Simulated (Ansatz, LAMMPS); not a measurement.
# Glassy 50SiO2-43CaO-7P2O5 (mol %) (85 atoms) under strain, part 3 of 5

How stiff is glassy 50SiO2-43CaO-7P2O5 (mol %) (85 atoms), and how do its levels respond to strain?

Ansatz 0.2.0; Kohn-Sham DFT, RPBE, PAW (set soft_2), plane waves.

The cell: 15 Si, 13 Ca, 4 P and 53 O. The quench rate of 30 K/ps far exceeds what a furnace or splat quench reaches. The network of bonds at the start is that of the classical potential that made the cell. Sampling is at Γ alone.

So far. Step 2 (Single point at the start): The r.m.s. force at the start is 1.4 eV/Å. Step 3 (Cell and atoms relaxed): The relaxation converged after 22 steps, with a largest force component of 0.042 eV/Å.

### Step 4. Single point at the relaxed geometry

The electronic structure is read at the final geometry, in a run of its own.

Input file input.yaml:

```yaml
crystal:
  lattice:
    - [10.7089, 0.08412, 0.42572]
    - [0.08412, 10.72155, -0.18378]
    - [0.42572, -0.18378, 10.74574]
  atoms:
    - { symbol: Si, position: [0.63649, 0.44428, 0.55099] }
    - { symbol: Si, position: [0.40758, 0.76431, 0.82433] }
    - { symbol: Si, position: [0.33411, 0.01381, 0.96809] }
    - { symbol: Si, position: [0.50523, 0.42301, 0.18255] }
    - { symbol: Si, position: [0.10716, 0.18472, 0.0786] }
    - { symbol: Si, position: [0.53861, 0.21766, 0.96585] }
    [... 73 atom lines left out ...]
    - { symbol: O, position: [0.38248, 0.51654, 0.21154] }
    - { symbol: O, position: [0.03769, 0.03458, 0.53827] }
    - { symbol: O, position: [0.43928, 0.67659, 0.43958] }
    - { symbol: O, position: [0.26058, 0.55757, 0.60313] }
    - { symbol: O, position: [0.14442, 0.81711, 0.50773] }
    - { symbol: O, position: [0.55182, 0.51832, 0.87427] }
kpoints:
  mp_grid: { grid: [1, 1, 1] }
hamiltonian:
  xc: rpbe
scf:
  occupations: { method: fixed }
output:
  forces: true
  stress: true
  populations: true
  dos:
    method: { smearing: { sigma: 0.15 } }
    de: 0.1
    projected: { site_lists: { Ca: [Ca], O: [O], P: [P], Si: [Si] } }
  eigenvalues: true
  write_density: true
  write_potential: true
  volumetric_format: npy
```

Started as:

```bash
$ ansatz run input.yaml --threads 4 --pin off --max-ram 8192MiB --backend cpu --events-out ev --progress --plain --runs-dir out
```

Numbers of over 12 decimals in the logs are rounded to 6 here.

The program printed:

```text
[...]
Crystal: 85 atoms, lattice volume = 1231.389 Å³
Basis set: ecut = 420 eV, 24043 PW (Γ), exchange–correlation on 144×144×144 points (8 copies of the dense FFT grid, shifted against one another)
Bands: 349, of which v1, the nominal top of the filled ones, is band 264 counted from 1 (263 counted from 0)
Symmetry: 1 space group operations
[...]
k-points: 1
[...]
SCF iter   1: F=—  HF=-66569.159897 eV  |F-HF|=—  |Δ(HF+E_count)|=         —  Δρ=4.18e-3  dr2=2.22e-1  ethr=1.77e-3  ⟨swp⟩=7.0  Hψ=1377  notcnv=0  defer=83
[...]
SCF iter  10: F=-66569.127270 eV  HF=-66569.127270 eV  |F-HF|=1.02e-8  |Δ(HF+E_count)|=   1.68e-8  Δρ=1.10e-6  dr2=1.20e-8  ethr=1.89e-11  ⟨swp⟩=10.0  Hψ=2169  notcnv=0
SCF 1 converged in 10 iterations: F = -66569.127270 eV  dr2 = 1.20e-8
[...]
SCF converged after 10 iterations
Free energy (F): -66569.127270 eV
[...]
Internal energy: -66569.127270 eV  (E = F + TS)
E sigma→0 (E₀):  -66569.127270 eV
Fermi energy:    4.096845 eV
[...]
--- Forces (eV/Å), atoms counted from 1 ---
  atom   1  Si    -0.00412210     0.01256113    -0.01143139
  atom   2  Si    -0.01530329    -0.01016424     0.00030408
  atom   3  Si    -0.01371410     0.00592466     0.01308417
  atom   4  Si    -0.01189157     0.00190526     0.00591208
  atom   5  Si     0.00672905     0.04425074     0.01288937
  atom   6  Si     0.00833017     0.00539943     0.00455224
  atom   7  Si     0.01356022     0.00551929    -0.00937583
  atom   8  Si    -0.00803270     0.00716125    -0.00833573
  atom   9  Si    -0.01797508     0.00345983    -0.01274288
  atom  10  Si    -0.02969056    -0.00552673    -0.00799653
  atom  11  Si    -0.00206029    -0.00868953     0.00009338
  atom  12  Si     0.00310821     0.00640445    -0.01548333
  atom  13  Si    -0.00463058     0.00152419     0.00184145
  atom  14  Si     0.03177706    -0.00300466    -0.01639423
[...]
atom  84  O      0.00414144     0.00801805     0.00955402
  atom  85  O      0.00566666    -0.01144944    -0.00041055
  max |Σ_I F_I| component: 1.02e-4 eV/Å
--- Stress (GPa, compression-positive) ---
        0.017097      -0.006705       0.013273
       -0.006704       0.010968      -0.011631
        0.013273      -0.011631      -0.000392
  P = ⅓ Tr σ = 0.0092 GPa (0.092 kbar)
--- Band table (eV) ---
[...]
--- Löwdin populations: 85 sites ---
  site symbol       q [e]
     0     Si      2.3219
     1     Si      2.2861
     2     Si      2.2352
[...]
84      O      6.9833
  spilling = 0.014480 (of n_electrons = 528.000000)
```

Run time: 12 s. Hardware: 4 threads of Intel Xeon Platinum 8488C (Sapphire Rapids), shared host; peak memory 1.6 GiB; 46 s of CPU time.

The run gave:

- free energy: -66569.1273 eV
- free energy per atom: -783.1662 eV/atom
- SCF cycles: 10
- pressure: 0.009224 GPa
- r.m.s. force component: 0.00842 eV/Å
- longest force: 0.04658 eV/Å
- Fermi energy: 4.097 eV
- gap (highest filled to lowest empty level): 4.366 eV
- spilling of the projection: 0.01448

Löwdin charges by element and coordination (they lack the spilled electrons, 0.090 e an atom on average):

```
element  coordination  atoms  mean charge (e)  spread   least    most
     Ca           all     13             1.76  0.0072    1.75    1.78
     Ca             4      3             1.77  0.0054    1.76    1.78
     Ca             5      6             1.76  0.0054    1.76    1.77
     Ca             6      4             1.76  0.0064    1.75    1.76
      O           all     53           -0.924   0.102   -1.06  -0.763
      O             2     21           -0.837  0.0723  -0.998  -0.763
      O             3     28           -0.971  0.0729   -1.06  -0.839
      O             4      4            -1.06  0.0076   -1.06   -1.04
      P           all      4             2.16  0.0105    2.14    2.17
     Si           all     15             1.67  0.0597    1.57    1.78
```

States in the cell by windows of 1 eV, zero at the Fermi level; the larger projections on atomic orbitals stand beside the total:

| from (eV) | to (eV) | total | O p | Si p | O s |
| --- | --- | --- | --- | --- | --- |
| -18 | -17 | 11.5 | 0.2 | 0.5 | 8.5 |
| -17 | -16 | 35.8 | 0.7 | 3.8 | 27.1 |
| -16 | -15 | 4.6 | 0.1 | 0.6 | 3.6 |
| -15 | -11 | 0.0 | 0.0 | 0.0 | 0.0 |
| -11 | -10 | 2.7 | 1.7 | 0.1 | 0.3 |
| -10 | -9 | 6.6 | 4.1 | 0.3 | 0.6 |
| -9 | -8 | 6.9 | 4.6 | 0.5 | 0.4 |
| -8 | -7 | 11.7 | 8.1 | 1.1 | 0.6 |
| -7 | -6 | 14.2 | 10.3 | 1.7 | 0.8 |
| -6 | -5 | 19.0 | 14.0 | 1.4 | 1.3 |
| -5 | -4 | 31.7 | 24.6 | 2.6 | 2.1 |
| -4 | -3 | 49.6 | 42.3 | 3.1 | 1.6 |
| -3 | -2 | 60.2 | 55.0 | 1.5 | 0.8 |
| -2 | -1 | 64.5 | 60.6 | 1.2 | 0.4 |
| -1 | 0 | 48.5 | 46.5 | 0.6 | 0.1 |
| 0 | 1 | 2.4 | 2.3 | 0.0 | 0.0 |
| 1 | 4 | 0.0 | 0.0 | 0.0 | 0.0 |
| 4 | 5 | 2.0 | 0.0 | 0.0 | 0.5 |

With fixed occupations the program's Fermi level is the highest filled level; weight inside the gap is the broadening of levels at its edges.

Between -26 and -18 eV lie 132 more states.

The stored curve holds about 502 of the 528 electrons; the rest, give or take the few that broadening carries across the Fermi level, lie in deeper levels below its range.

The levels nearest the highest filled one (over half full), pooled over k-points and spins:

```csv
level less the highest filled one (eV),occupation
-0.397,2
-0.340,2
-0.145,2
-0.0818,2
-0.0605,2
0,2
4.37,0
5.54,0
5.71,0
5.81,0
5.87,0
5.93,0
```

Electrostatic potential energy in the bc plane at fractional x = 0.400, with atoms of Si and Ca and P and O within 0.2 Å of it. With pseudopotentials it is smooth inside the atoms' cores, unlike the true potential.

Ten even steps from '_' (-47 eV) to '@' (10 eV), each cell a mean:
```
==++**++++##@@@@@@@@@@%%####**##%%@@@@@@@@@@@@@@@@@@@@@@##++
++**++....==%%@@@@@@%%##++::::++%%@@@@@@@@@@%%%%%%@@@@@@%%**
%%%%##----**@@@@@@@@%%##==....==##@@@@@@%%##==--++##%%%%%%%%
@@@@@@%%%%@@@@@@@@@@%%%%**====**%%@@@@@@##--____..**####%%@@
@@@@@@@@%%%%%%@@@@@@@@@@%%%%%%%%@@@@@@@@##--____..**%%@@@@@@
@@@@%%##****##%%@@@@@@@@@@@@@@@@@@@@@@@@%%**====++%%@@@@@@@@
@@@@##==..__::**%%@@@@@@@@@@@@@@@@@@@@@@%%**==++%%@@@@@@@@@@
@@%%##::______++%%@@@@@@@@@@@@@@@@%%%%%%##::__::##@@@@@@@@@@
@@@@##==....--**%%@@@@@@@@@@@@@@%%**====**--::++%%@@@@@@@@@@
@@@@%%##****##%%@@@@@@@@@@@@@@%%**..____==##%%@@@@%%####%%@@
@@@@@@@@@@%%@@@@@@@@@@@@@@@@@@%%++..____--##@@@@%%++----++%%
%%@@@@@@%%%%@@@@@@@@@@@@@@@@@@@@##++--==**%%@@%%##::____::**
%%@@@@##====%%@@@@@@@@@@@@@@@@@@@@%%%%**--++%%@@##--__..--##
@@@@@@##==++%%@@@@@@@@@@@@@@@@@@@@@@@@**--++%%@@%%##++++##%%
@@@@@@@@%%@@@@@@@@@@@@@@@@@@@@@@@@@@@@@@%%@@@@@@@@%%%%%%@@@@
@@@@@@@@@@@@@@@@@@@@@@@@@@@@@@@@@@@@@@@@@@@@@@@@@@@@@@@@@@@@
@@@@@@@@@@@@@@@@@@@@@@@@@@@@@@@@@@@@@@@@@@@@@@@@%%%%##%%%%@@
@@@@@@@@@@@@@@@@@@@@@@@@@@@@##++**%%@@@@@@@@@@%%**--::--**%%
@@@@@@@@@@@@@@@@@@@@@@@@%%%%--..::**@@@@@@@@@@%%==______==%%
@@@@@@@@@@@@@@@@@@@@@@%%%%%%++::--##@@@@@@@@@@%%==______++%%
**@@@@@@@@@@@@@@@@@@@@@@@@@@@@%%@@@@@@@@@@@@@@%%##++====----
--%%@@@@@@@@@@@@@@@@@@@@@@@@@@@@@@@@@@@@@@@@@@@@@@%%%%++____
++%%@@@@@@@@@@@@@@@@%%@@@@@@@@@@@@@@@@@@@@@@@@@@@@@@@@##--::
****%%%%@@@@@@@@@@@@@@@@@@%%%%@@@@@@@@@@@@@@@@@@@@@@@@@@%%**
```
Columns run along b (10.7 Å; values clipped at the 3rd and 97th percentile), rows up along c (10.8 Å). Atoms in or near the plane, at fractional coordinates: Si at (0.76, 0.82), Si at (0.61, 0.57), Ca at (0.17, 0.68), P at (0.87, 0.21), O at (0.74, 0.67), O at (0.96, 0.09), O at (0.52, 0.21).

Valence density in the bc plane at fractional x = 0.400, with atoms of Si and Ca and P and O within 0.2 Å of it. It is the smooth field of the valence electrons, not physical close to the nuclei.

Ten steps, logarithmic in the rise over the least value, from '_' (0.0 e/Å³) to '@' (6.7 e/Å³), each cell a mean:
```
--==**####**--::....::::--====--..__............__....::----
--++##@@@@##==::..__..--**####**--..::::----::::::::----==--
--==**%%%%**==::____..==##%%%%**--::--======------==++++++==
::::--++++==::..____..::++****==::..::--====--::--++****++--
......::::::..________..::::::........::----::::--======--::
____..--++++==::........____________....--==++++--::::::....
____--**%%%%##++::......____________..::==##%%##++::..______
__..==##@@@@%%**::....____........::::--**%%@@%%**::..______
....--**%%%%##==..______....::--------==**%%%%##++::..____..
......--==++==::________..::--====--::--==++++==--::----::..
......::::::::..__________..::------::--==----::--++####**--
....::==++++==::..__________..::::--==++++++--::==##@@@@##==
....--**%%##++--..______________..--++##%%##++--==##%%%%##==
....--**####++--..______________..::==##%%##++--::==**++==::
....::==++++--::........__________..--++**++--::....::--::::
::......::::....::----::..________....::::::......::----==--
::..__________..::----::....::----::....______..::--==++++==
::..__________..::::::::::==**####++--........::--====++++--
::______________......::--++%%@@@@**==::..::--======::====--
--::______________....::--++##@@%%**--::::--==++++==--++++++
**==..__________..::----::--==++==--::..::--========++**%%%%
%%++::________..::==++==--::::::....____..::::--::::==##@@@@
##==::..........--++++==--..________________........--**%%%%
==----------::..::--==--::....______________________::--++++
```
Columns run along b (10.7 Å), rows up along c (10.8 Å). Atoms in or near the plane, at fractional coordinates: Si at (0.76, 0.82), Si at (0.61, 0.57), Ca at (0.17, 0.68), P at (0.87, 0.21), O at (0.74, 0.67), O at (0.96, 0.09), O at (0.52, 0.21).

Filled and empty levels are parted by 4.37 eV (at Γ alone); a semilocal functional tends to put such gaps too low. In a disordered cell it changes from sample to sample, and tail or defect levels can set it. Mean Löwdin charges: Ca +1.76, O -0.92, P +2.16, Si +1.67 e (they miss 1.4 % of the electrons, so they add up to more than the cell's charge).

### Step 5. Volume -3 %

The relaxed cell is scaled evenly and the atoms are relaxed again; the stress at the end gives one point of P(V).

input.yaml, the sections that differ from step 4:

```yaml
crystal:
  lattice:
    - [10.60072, 0.08327, 0.42142]
    - [0.08327, 10.61324, -0.18192]
    - [0.42142, -0.18192, 10.63719]
  atoms:
    [... the 85 atom lines of step 4 ...]
output:
  forces: true
  eigenvalues: true
  stress: true
relax:
  f_tol: 0.05
  max_steps: 70
# kpoints, hamiltonian, scf: as in step 4
```

The program printed:

```text
Warning: output.stress: scf.convergence.dr2_threshold = 1e-7 eV (the SCF's general default) is looser than the 8.5e-9 eV advised for a printed stress (1e-10 eV for each atom of the cell: 85). What an SCF threshold leaves in a stress goes as its square root, and in the free energy as the threshold itself, and one threshold admits the most on a small cell: [...]
[...]
Crystal: 85 atoms, lattice volume = 1194.447 Å³
Basis set: ecut = 420 eV, 23355 PW (Γ), exchange–correlation on 144×144×144 points (8 copies of the dense FFT grid, shifted against one another)
Bands: 349, of which v1, the nominal top of the filled ones, is band 264 counted from 1 (263 counted from 0)
Symmetry: 1 space group operations
[...]
k-points: 1
[...]
SCF iter   1: F=—  HF=-66568.677311 eV  |F-HF|=—  |Δ(HF+E_count)|=         —  Δρ=4.25e-3  dr2=2.21e-1  ethr=1.77e-3  ⟨swp⟩=7.0  Hψ=1365  notcnv=0  defer=83
[...]
SCF iter   7: F=-66568.645445 eV  HF=-66568.645444 eV  |F-HF|=8.76e-7  |Δ(HF+E_count)|=   1.69e-5  Δρ=2.13e-5  dr2=4.49e-6  ethr=4.44e-9  ⟨swp⟩=25.0  Hψ=3099  notcnv=0
SCF 1 converged in 7 iterations: F = -66568.645445 eV  dr2 = 4.49e-6
[...]
relax step   1: F+E_penalty+E_count = -66568.64544522 eV  Δ(F+E_penalty+E_count) = +0.000e0 eV  max|allowed force component| = 6.267e-1 eV/Å  Δτ_max = 0.0000 Å  (7 SCF iters, dr2 threshold 6.25e-5 eV, accepted)
[...]
relax step   2: F+E_penalty+E_count = -66568.82466616 eV  Δ(F+E_penalty+E_count) = -1.792e-1 eV  max|allowed force component| = 3.210e-1 eV/Å  Δτ_max = 0.0453 Å  (6 SCF iters, dr2 threshold 2.45e-5 eV, accepted)
[...]
relax step   3: F+E_penalty+E_count = -66568.90377561 eV  Δ(F+E_penalty+E_count) = -7.911e-2 eV  max|allowed force component| = 1.599e-1 eV/Å  Δτ_max = 0.0493 Å  (7 SCF iters, dr2 threshold 6.44e-6 eV, accepted)
relax step   4: F+E_penalty+E_count = -66568.78370721 eV  Δ(F+E_penalty+E_count) = +1.201e-1 eV  max|allowed force component| = 4.927e-1 eV/Å  Δτ_max = 0.2000 Å  (8 SCF iters, dr2 threshold 6.34e-6 eV, rejected (line search))
relax step   5: F+E_penalty+E_count = -66568.92521220 eV  Δ(F+E_penalty+E_count) = -2.144e-2 eV  max|allowed force component| = 1.222e-1 eV/Å  Δτ_max = 0.0497 Å  (10 SCF iters, accepted)
relax step   6: F+E_penalty+E_count = -66568.92321849 eV  Δ(F+E_penalty+E_count) = +1.994e-3 eV  max|allowed force component| = 1.824e-1 eV/Å  Δτ_max = 0.1000 Å  (7 SCF iters, dr2 threshold 3.70e-6 eV, rejected (line search))
relax step   7: F+E_penalty+E_count = -66568.93400526 eV  Δ(F+E_penalty+E_count) = -8.793e-3 eV  max|allowed force component| = 5.663e-2 eV/Å  Δτ_max = 0.0366 Å  (9 SCF iters, accepted)
[...]
relax step   8: F+E_penalty+E_count = -66568.93583289 eV  Δ(F+E_penalty+E_count) = -1.828e-3 eV  max|allowed force component| = 2.218e-2 eV/Å  Δτ_max = 0.0296 Å  (8 SCF iters, accepted)
SCF converged after 8 iterations
Free energy (F): -66568.935833 eV
[...]
Internal energy: -66568.935833 eV  (E = F + TS)
E sigma→0 (E₀):  -66568.935833 eV
Fermi energy:    4.367973 eV
[...]
--- Forces (eV/Å), atoms counted from 1 ---
  atom   1  Si     0.00578835     0.00262830     0.01033148
  atom   2  Si     0.00592296     0.00038725     0.01892417
  atom   3  Si     0.00107156     0.01070134     0.00208747
  atom   4  Si     0.01119358    -0.00120263    -0.01026084
  atom   5  Si     0.00004091    -0.00245014     0.00020695
  atom   6  Si     0.00291573    -0.00893060     0.00523790
  atom   7  Si    -0.00271227    -0.00293855    -0.01267866
  atom   8  Si    -0.00534183     0.00544749     0.00791733
  atom   9  Si     0.00010225     0.00400932     0.00735638
  atom  10  Si     0.00716840    -0.00417898    -0.00458204
  atom  11  Si    -0.00243373    -0.00463644    -0.01472698
  atom  12  Si    -0.00504354    -0.00349246     0.00310446
  atom  13  Si    -0.01333217    -0.00896748    -0.00160399
  atom  14  Si     0.00465271    -0.00239556     0.02218236
[...]
atom  84  O      0.00011216     0.00789659     0.00552694
  atom  85  O      0.00175277     0.00033556    -0.00254322
  max |Σ_I F_I| component: 1.04e-4 eV/Å
--- Stress (GPa, compression-positive) ---
        1.568281       0.168373      -0.107656
        0.168375       1.868267       0.257705
       -0.107657       0.257704       1.750260
  P = ⅓ Tr σ = 1.7289 GPa (17.289 kbar)
--- Band table (eV) ---
[...]
--- Relaxed structure (8 steps of the walk, 6 accepted, 0 SCFs on fresh bases) ---
  F+E_penalty+E_count = -66568.93583289 eV   max|allowed force component| = 2.218e-2 eV/Å
  atoms:
    - { symbol: Si, position: [0.640026, 0.439940, 0.548990] }
    - { symbol: Si, position: [0.408504, 0.759606, 0.826132] }
    - { symbol: Si, position: [0.333807, 0.012100, 0.966409] }
    - { symbol: Si, position: [0.505827, 0.421245, 0.183251] }
[...]
- { symbol: O, position: [0.547001, 0.520033, 0.872084] }
```

It took 63 s on 4 threads; peak memory 1.6 GiB.

The program notes that the SCF threshold is loose for the stress.

The relaxation converged after 8 steps, 0.290 eV below its start, with a largest force component of 0.022 eV/Å.

Volume -3 %: the energy stands 0.191 eV above that of the reference, at a pressure of 1.73 GPa.

(Part 3 of 5 ends here.)

[Logs are printed without paths, hosts, clocks, repeated set-up lines and the standing remarks that a program may print on its own settings, such as how far it seeks lower states.]

[Hosts, paths, dates, database ids (printed as entryN), source tags and the programs' standing remarks are cut or masked in the printed files.]
